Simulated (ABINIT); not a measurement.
# A GW chain in ABINIT: LiBH4 (F-43m), part 3 of 3

Wanted: ground state, empty states, screening and self-energy for LiBH4 (F-43m).

ABINIT 10.8.3; PBEsol and many-body steps on it, plane waves. Known limits of the many-body steps: not at the basis limit; coarse k mesh.

So far. Step 3 (Bands along the symmetry lines): The gap is 5.992 eV, as in the run before at this level. Step 4 (Empty states on the mesh, 4×4×4 mesh, 44 bands): On this mesh the gap is 5.992 eV.

### Step 5. Screening, 4×4×4 mesh, 40 bands, screening to 108.8 eV

The RPA dielectric matrix is built and inverted for each q.

This step: RPA screening on PBEsol, plane waves, norm-conserving pseudopotentials.

Input file run.abi:

```
acell 3*1.0 Angstrom
rprim 
  0.000000000000 2.855319000000 2.855319000000
  2.855319000000 0.000000000000 2.855319000000
  2.855319000000 2.855319000000 -0.000000000000
ntypat 3
znucl 3 5 1
natom 6
typat 1 2 3 3 3 3
xred 
  0.000000000000 0.000000000000 0.000000000000
  0.500000000000 0.500000000000 0.500000000000
  0.376786667500 0.376786667500 0.376786667500
  0.869639997500 0.376786667500 0.376786667500
  0.376786667500 0.376786667500 0.869639997500
  0.376786667500 0.869639997500 0.376786667500
pp_dirpath "pseudos"
pseudos "Li.upf, B.upf, H.upf"
ecut 34
ngkpt 4 4 4
nshiftk 1
shiftk 0 0 0
kptopt 1
chksymbreak 0
istwfk *1
occopt 1
irdwfk 1
optdriver 3
nband 40
ecuteps 4
inclvkb 2
awtr 1
symchi 1
indata_prefix "in"
outdata_prefix "out"
tmpdata_prefix "tmp"
```

Started as:

```sh
$ OMP_NUM_THREADS=1 mpirun -n 4 abinit run.abi > log
```

Numbers of over 12 decimals in the logs are rounded to 6 here.

What it wrote:

```text
.Version 10.8.3 of ABINIT. v10.8.2 released Aug 2026.

 Symmetries : space group F-4 3 m (#216); Bravais cF (face-center cubic)
[... echo of the input left out ...]
== DATASET  1 ==================================================================
-   mpi_nproc: 4, omp_nthreads: 1 (-1 if OMP is not activated)

--- !DatasetInfo
iteration_state: {dtset: 1, }
dimensions: {natom: 6, nkpt: 8, mband: 40, nsppol: 1, nspinor: 1, nspden: 1, mpw: 2996, }
cutoff_energies: {ecut:  34.0, pawecutdg:  -1.0, }
electrons: {nelect:   1.00000000E+01, charge:   0.00000000E+00, occopt:   1.00000000E+00, tsmear:   1.00000000E-02, }

 SCREENING: Calculation of the susceptibility and dielectric matrices

 Based on a program developped by R.W. Godby, V. Olevano, G. Onida, and L. Reining.
 Incorporated in ABINIT by V. Olevano, G.-M. Rignanese, and M. Torrent.
.Using double precision arithmetic ; gwpc =  8

[... cell and pseudopotentials left out ...]
--------------------------------------------------------------------------------

 ==== K-mesh for the wavefunctions ====
 Number of points in the irreducible wedge :     8
[... list of points left out ...]
 Together with 24 symmetry operations and time-reversal symmetry
 yields    64 points in the full Brillouin Zone.

 ==== Q-mesh for the screening function ====
 Number of points in the irreducible wedge :     8
[... list of points left out ...]
 Together with 24 symmetry operations and time-reversal symmetry
 yields    64 points in the full Brillouin Zone.

 setmesh: FFT mesh size selected  =    27x   27x   27
          total number of points  =        19683

 vcoul_init : cutoff-mode = AUXILIARY_FUNCTION
 q-points for optical limit:   1
     1)      0.000010    0.000020    0.000030

- screening: taking advantage of time-reversal symmetry
- Maximum band index for partially occupied states nbvw = 5
- Remaining bands to be divided among processors   nbcw = 35
- Number of bands treated by each node ~8

 Number of electrons calculated from density =   10.0000; Expected =   10.0000
 average of density, n =  0.031828
 r_s =    1.9575
 omega_plasma =   17.2092 [eV]

 calculating chi0 at frequencies [eV] :
  1    0.000000E+00    0.000000E+00
  2    0.000000E+00    1.720919E+01

--------------------------------------------------------------------------------
  q-point number  1        q = ( 0.000000, 0.000000, 0.000000) [r.l.u.]
--------------------------------------------------------------------------------
[... chi0 elements left out ...]
 For q-point:  0.000010 0.000020 0.000030
  dielectric constant =   2.8983
  dielectric constant without local fields =   3.2660

  Average fulfillment of the sum rule on Im[epsilon] for q-point    1 :     63.16  [%]
[... wings left out ...]
  q-point number  2        q = ( 0.250000, 0.000000, 0.000000) [r.l.u.]
--------------------------------------------------------------------------------
[... chi0 elements left out ...]
  Average fulfillment of the sum rule on Im[epsilon] for q-point    2 :     79.16  [%]

 [... 6 further q-points ...]
```

Wall time 4.4 s (4 MPI ranks of Arm Neoverse V2, shared host); peak memory 0.47 GiB; 17 s of CPU time.

This step gave:

- ε∞ with local fields, on this mesh, along the program's q direction: 2.898
- the same without local fields: 3.266
- plasma frequency: 17.21 eV
- plane waves in the screening matrix: 113

Local fields lower ε∞ by 11 %. On a Γ-centred mesh this coarse the value itself is usually too large, while a short band sum pulls it down.

### Step 6. Self-energy, 4×4×4 mesh, 40 bands, screening to 108.8 eV

The self-energy is evaluated for the states that the input lists, and the levels follow from it, in one-shot runs by the linearised quasiparticle equation.

This step: G0W0 on PBEsol, plane waves, norm-conserving pseudopotentials.

run.abi: that of step 5 with these lines changed.

```diff
@@ -27,8 +27,17 @@
 irdwfk 1
-optdriver 3
+optdriver 4
 nband 40
+gwcalctyp 0
+ecutsigx 34
+symsigma 1
+nkptgw 2
+kptgw 
+  0.0000000000 0.0000000000 0.0000000000
+  0.5000000000 0.0000000000 0.0000000000
+bdgw 
+  3 9
+  4 8
 ecuteps 4
-inclvkb 2
-awtr 1
-symchi 1
+irdscr 1
+ppmodel 1
 indata_prefix "in"
```

What it wrote:

```text
.Version 10.8.3 of ABINIT. v10.8.2 released Aug 2026.

 Symmetries : space group F-4 3 m (#216); Bravais cF (face-center cubic)
[... echo of the input left out ...]
== DATASET  1 ==================================================================
-   mpi_nproc: 4, omp_nthreads: 1 (-1 if OMP is not activated)

--- !DatasetInfo
iteration_state: {dtset: 1, }
dimensions: {natom: 6, nkpt: 8, mband: 40, nsppol: 1, nspinor: 1, nspden: 1, mpw: 2996, }
cutoff_energies: {ecut:  34.0, pawecutdg:  -1.0, }
electrons: {nelect:   1.00000000E+01, charge:   0.00000000E+00, occopt:   1.00000000E+00, tsmear:   1.00000000E-02, }

 SIGMA: Calculation of the GW corrections

 Based on a program developped by R.W. Godby, V. Olevano, G. Onida, and L. Reining.
 Incorporated in ABINIT by V. Olevano, G.-M. Rignanese, and M. Torrent.
.Using double precision arithmetic ; gwpc =  8

[... cell and pseudopotentials left out ...]
--------------------------------------------------------------------------------

 ==== K-mesh for the wavefunctions ====
 Number of points in the irreducible wedge :     8
[... list of points left out ...]
 Together with 24 symmetry operations and time-reversal symmetry
 yields    64 points in the full Brillouin Zone.

 ==== Q-mesh for screening function ====
 Number of points in the irreducible wedge :     8
[... list of points left out ...]
 Together with 24 symmetry operations and time-reversal symmetry
 yields    64 points in the full Brillouin Zone.

 vcoul_init : cutoff-mode = AUXILIARY_FUNCTION
 q-points for optical limit:   1
     1)      0.000010    0.000020    0.000030
 setmesh: FFT mesh size selected  =    45x   45x   45
          total number of points  =        91125

 Number of electrons calculated from density =   10.0000; Expected =   10.0000
 average of density, n =  0.031828
 r_s =    1.9575
 omega_plasma =   17.2092 [eV]

 === KS Band Gaps ===
  >>>> For spin  1
   Minimum direct gap =   6.2975 [eV], located at k-point      :   0.5000  0.0000  0.0000
   Fundamental gap    =   5.9924 [eV], Top of valence bands at :   0.0000  0.0000  0.0000
                                       Bottom of conduction at :   0.5000  0.0000  0.0000
 SIGMA fundamental parameters:
 PLASMON POLE MODEL  1
 number of plane-waves for SigmaX                 2975
 number of plane-waves for SigmaC and W            113
 number of plane-waves for wavefunctions          2975
 number of bands                                    40
 number of independent spin polarizations            1
 number of spinorial components                      1
 number of k-points in IBZ                           8
 number of q-points in IBZ                           8
 number of symmetry operations                      24
 number of k-points in BZ                           64
 number of q-points in BZ                           64
 number of frequencies for dSigma/dE                 9
 frequency step for dSigma/dE [eV]                0.25
 number of omega for Sigma on real axis              0
 max omega for Sigma on real axis  [eV]           0.00
 zcut for avoiding poles [eV]                     0.10

 EPSILON^-1 parameters (SCR file):
 dimension of the eps^-1 matrix on file            113
 dimension of the eps^-1 matrix used               113
 number of plane-waves for wavefunctions          2975
 number of bands                                    40
 number of q-points in IBZ                           8
 number of frequencies                               2
 number of real frequencies                          1
 number of imag frequencies                          1

 matrix elements of self-energy operator (all in [eV])

 Perturbative Calculation

--- !SelfEnergy_ee
iteration_state: {dtset: 1, }
kpoint     : [   0.000,    0.000,    0.000, ]
spin       : 1
KS_gap     :    7.219
QP_gap     :    9.795
Delta_QP_KS:    2.576
data: !SigmaeeData |
     Band     E0 <VxcDFT>   SigX SigC(E0)      Z dSigC/dE  Sig(E)    E-E0       E
        3  -1.929 -12.774 -16.783   2.432   0.800  -0.250 -14.035  -1.261  -3.190
        4  -1.929 -12.774 -16.783   2.432   0.800  -0.250 -14.035  -1.261  -3.190
        5  -1.929 -12.774 -16.783   2.432   0.800  -0.250 -14.035  -1.261  -3.190
        6   5.290  -9.998  -5.046  -3.355   0.824  -0.214  -8.683   1.315   6.604
        7   6.874  -8.805  -3.908  -3.225   0.836  -0.196  -7.407   1.398   8.271
        8   6.874  -8.805  -3.908  -3.225   0.836  -0.196  -7.407   1.398   8.271
        9   6.874  -8.805  -3.908  -3.225   0.836  -0.196  -7.407   1.398   8.271

--- !SelfEnergy_ee
iteration_state: {dtset: 1, }
kpoint     : [   0.500,    0.000,    0.000, ]
spin       : 1
KS_gap     :    6.297
QP_gap     :    8.727
Delta_QP_KS:    2.430
data: !SigmaeeData |
     Band     E0 <VxcDFT>   SigX SigC(E0)      Z dSigC/dE  Sig(E)    E-E0       E
        4  -2.234 -12.580 -16.671   2.466   0.799  -0.252 -13.878  -1.297  -3.531
        5  -2.234 -12.580 -16.671   2.466   0.799  -0.252 -13.878  -1.297  -3.531
        6   4.063  -8.521  -4.170  -3.001   0.839  -0.191  -7.388   1.133   5.196
        7   6.420  -7.795  -3.007  -3.254   0.842  -0.187  -6.503   1.292   7.712
        8   6.420  -7.795  -3.007  -3.254   0.842  -0.187  -6.503   1.292   7.712

== END DATASET(S) ==============================================================
================================================================================

 -outvars: echo values of variables after computation  --------
           etotal      0.0000000000E+00
            nband          40
             nkpt           8
          spgroup         216
 [... the other variables as echoed above ...]

 Calculation completed.
```

Run time: 3.1 s. Hardware: 4 MPI ranks; peak memory 0.57 GiB; 12 s of CPU time.

This step gave:

| Quantity | Value |
| --- | --- |
| G0W0 gap on the points computed | 8.386 eV |
| starting gap on the mesh | 5.992 eV |
| k of the valence top | 0, 0, 0 |
| k of the conduction bottom | 0.5, 0, 0 |
| Z at the valence top | 0.8 |
| Z at the conduction bottom | 0.839 |
| least direct G0W0 gap on the computed points | 8.727 eV |

The gap on the mesh goes from 5.99 eV to 8.39 eV, a correction of +2.39 eV.

Limits: finite bands, cutoff and mesh; coarse k mesh. v1 is the top filled band, c1 the lowest empty one. The levels before and after the correction (eV, zero at the valence-band top of each column):

|  | conduction bottom | valence top |
| --- | --- | --- |
| Kohn-Sham | 5.99 | 0.00 |
| G0W0 | 8.39 | 0.00 |

|  | level | energy (eV) |
| --- | --- | --- |
| Kohn-Sham | Γ v3-v1 | 0.000 |
| Kohn-Sham | Γ c1 | 7.219 |
| Kohn-Sham | Γ c2-c4 | 8.803 |
| Kohn-Sham | (0.5 0 0) v2-v1 | -0.305 |
| Kohn-Sham | (0.5 0 0) c1 | 5.992 |
| Kohn-Sham | (0.5 0 0) c2-c3 | 8.349 |
| G0W0 | Γ v3-v1 | 0.000 |
| G0W0 | Γ c1 | 9.794 |
| G0W0 | Γ c2-c4 | 11.461 |
| G0W0 | (0.5 0 0) v2-v1 | -0.341 |
| G0W0 | (0.5 0 0) c1 | 8.386 |
| G0W0 | (0.5 0 0) c2-c3 | 10.902 |

### Step 7. Where the time went

Times are wall times on 4 MPI ranks of Arm Neoverse V2, shared host, good to a factor of about two.

| step | time | share | memory (GiB) |
| --- | --- | --- | --- |
| ground state | 7.1 s | 25 % | 0.32 |
| bands along the symmetry lines | 7.7 s | 27 % | 0.29 |
| empty states on the mesh | 6.5 s | 23 % | 0.28 |
| screening | 4.4 s | 15 % | 0.47 |
| self-energy | 3.1 s | 11 % | 0.57 |

### Step 8. Outcome

| Quantity | Value |
| --- | --- |
| PBEsol gap | 5.99 eV, indirect |
| G0W0 gap on the mesh | 8.39 eV |
| GW settings | 4×4×4 mesh, 40 bands, screening to 108.8 eV, Godby-Needs plasmon pole |
| known limits | not at the basis limit; coarse k mesh |

What this shows: G0W0 moves the gap on the mesh from 5.99 eV to 8.39 eV (+2.39 eV), with Z of 0.80 and 0.84 at the edges. Local fields lower the RPA ε∞ on this mesh from 3.27 to 2.90; a Γ-centred mesh this coarse tends to raise both, most where the direct gap is narrow, while a short band sum lowers them. Only 2 of the mesh's irreducible points were corrected, so a valley elsewhere could overtake. Bands and cutoff are finite, so the gap is not at the basis limit. The miss can reach some tenths of an eV and take either sign; the mesh is an error of its own. In the G0W0 run levels were corrected at 2 k points alone, so a gap called «on the mesh» is the least over those, and an edge elsewhere would be missed. The 4×4×4 mesh is coarse for this cell, which bears on the long-range parts of exchange and screening.

[Paths, hosts, dates, memory and timing lines, banners, echoed tables and standing remarks are left out of the program output.]

[Logs are printed without paths, hosts, clocks, repeated set-up lines and the standing remarks that a program may print on its own settings, such as how far it seeks lower states.]

[Runs of the session that timed out or met a known fault of the program may be left out.]

[Hosts, paths, dates, database ids (printed as entryN), source tags and the programs' standing remarks are cut or masked in the printed files.]

[G0W0 gaps are taken among the corrected bands and points alone; a level outside them can change the order at an edge.]

[Where Ansatz stands beside ABINIT at settings called matched, ABINIT's density can come from a denser mesh and the files from another edition; pairs whose starting gaps differed by over 0.03 eV were left out, so agreement reads better than it is.]
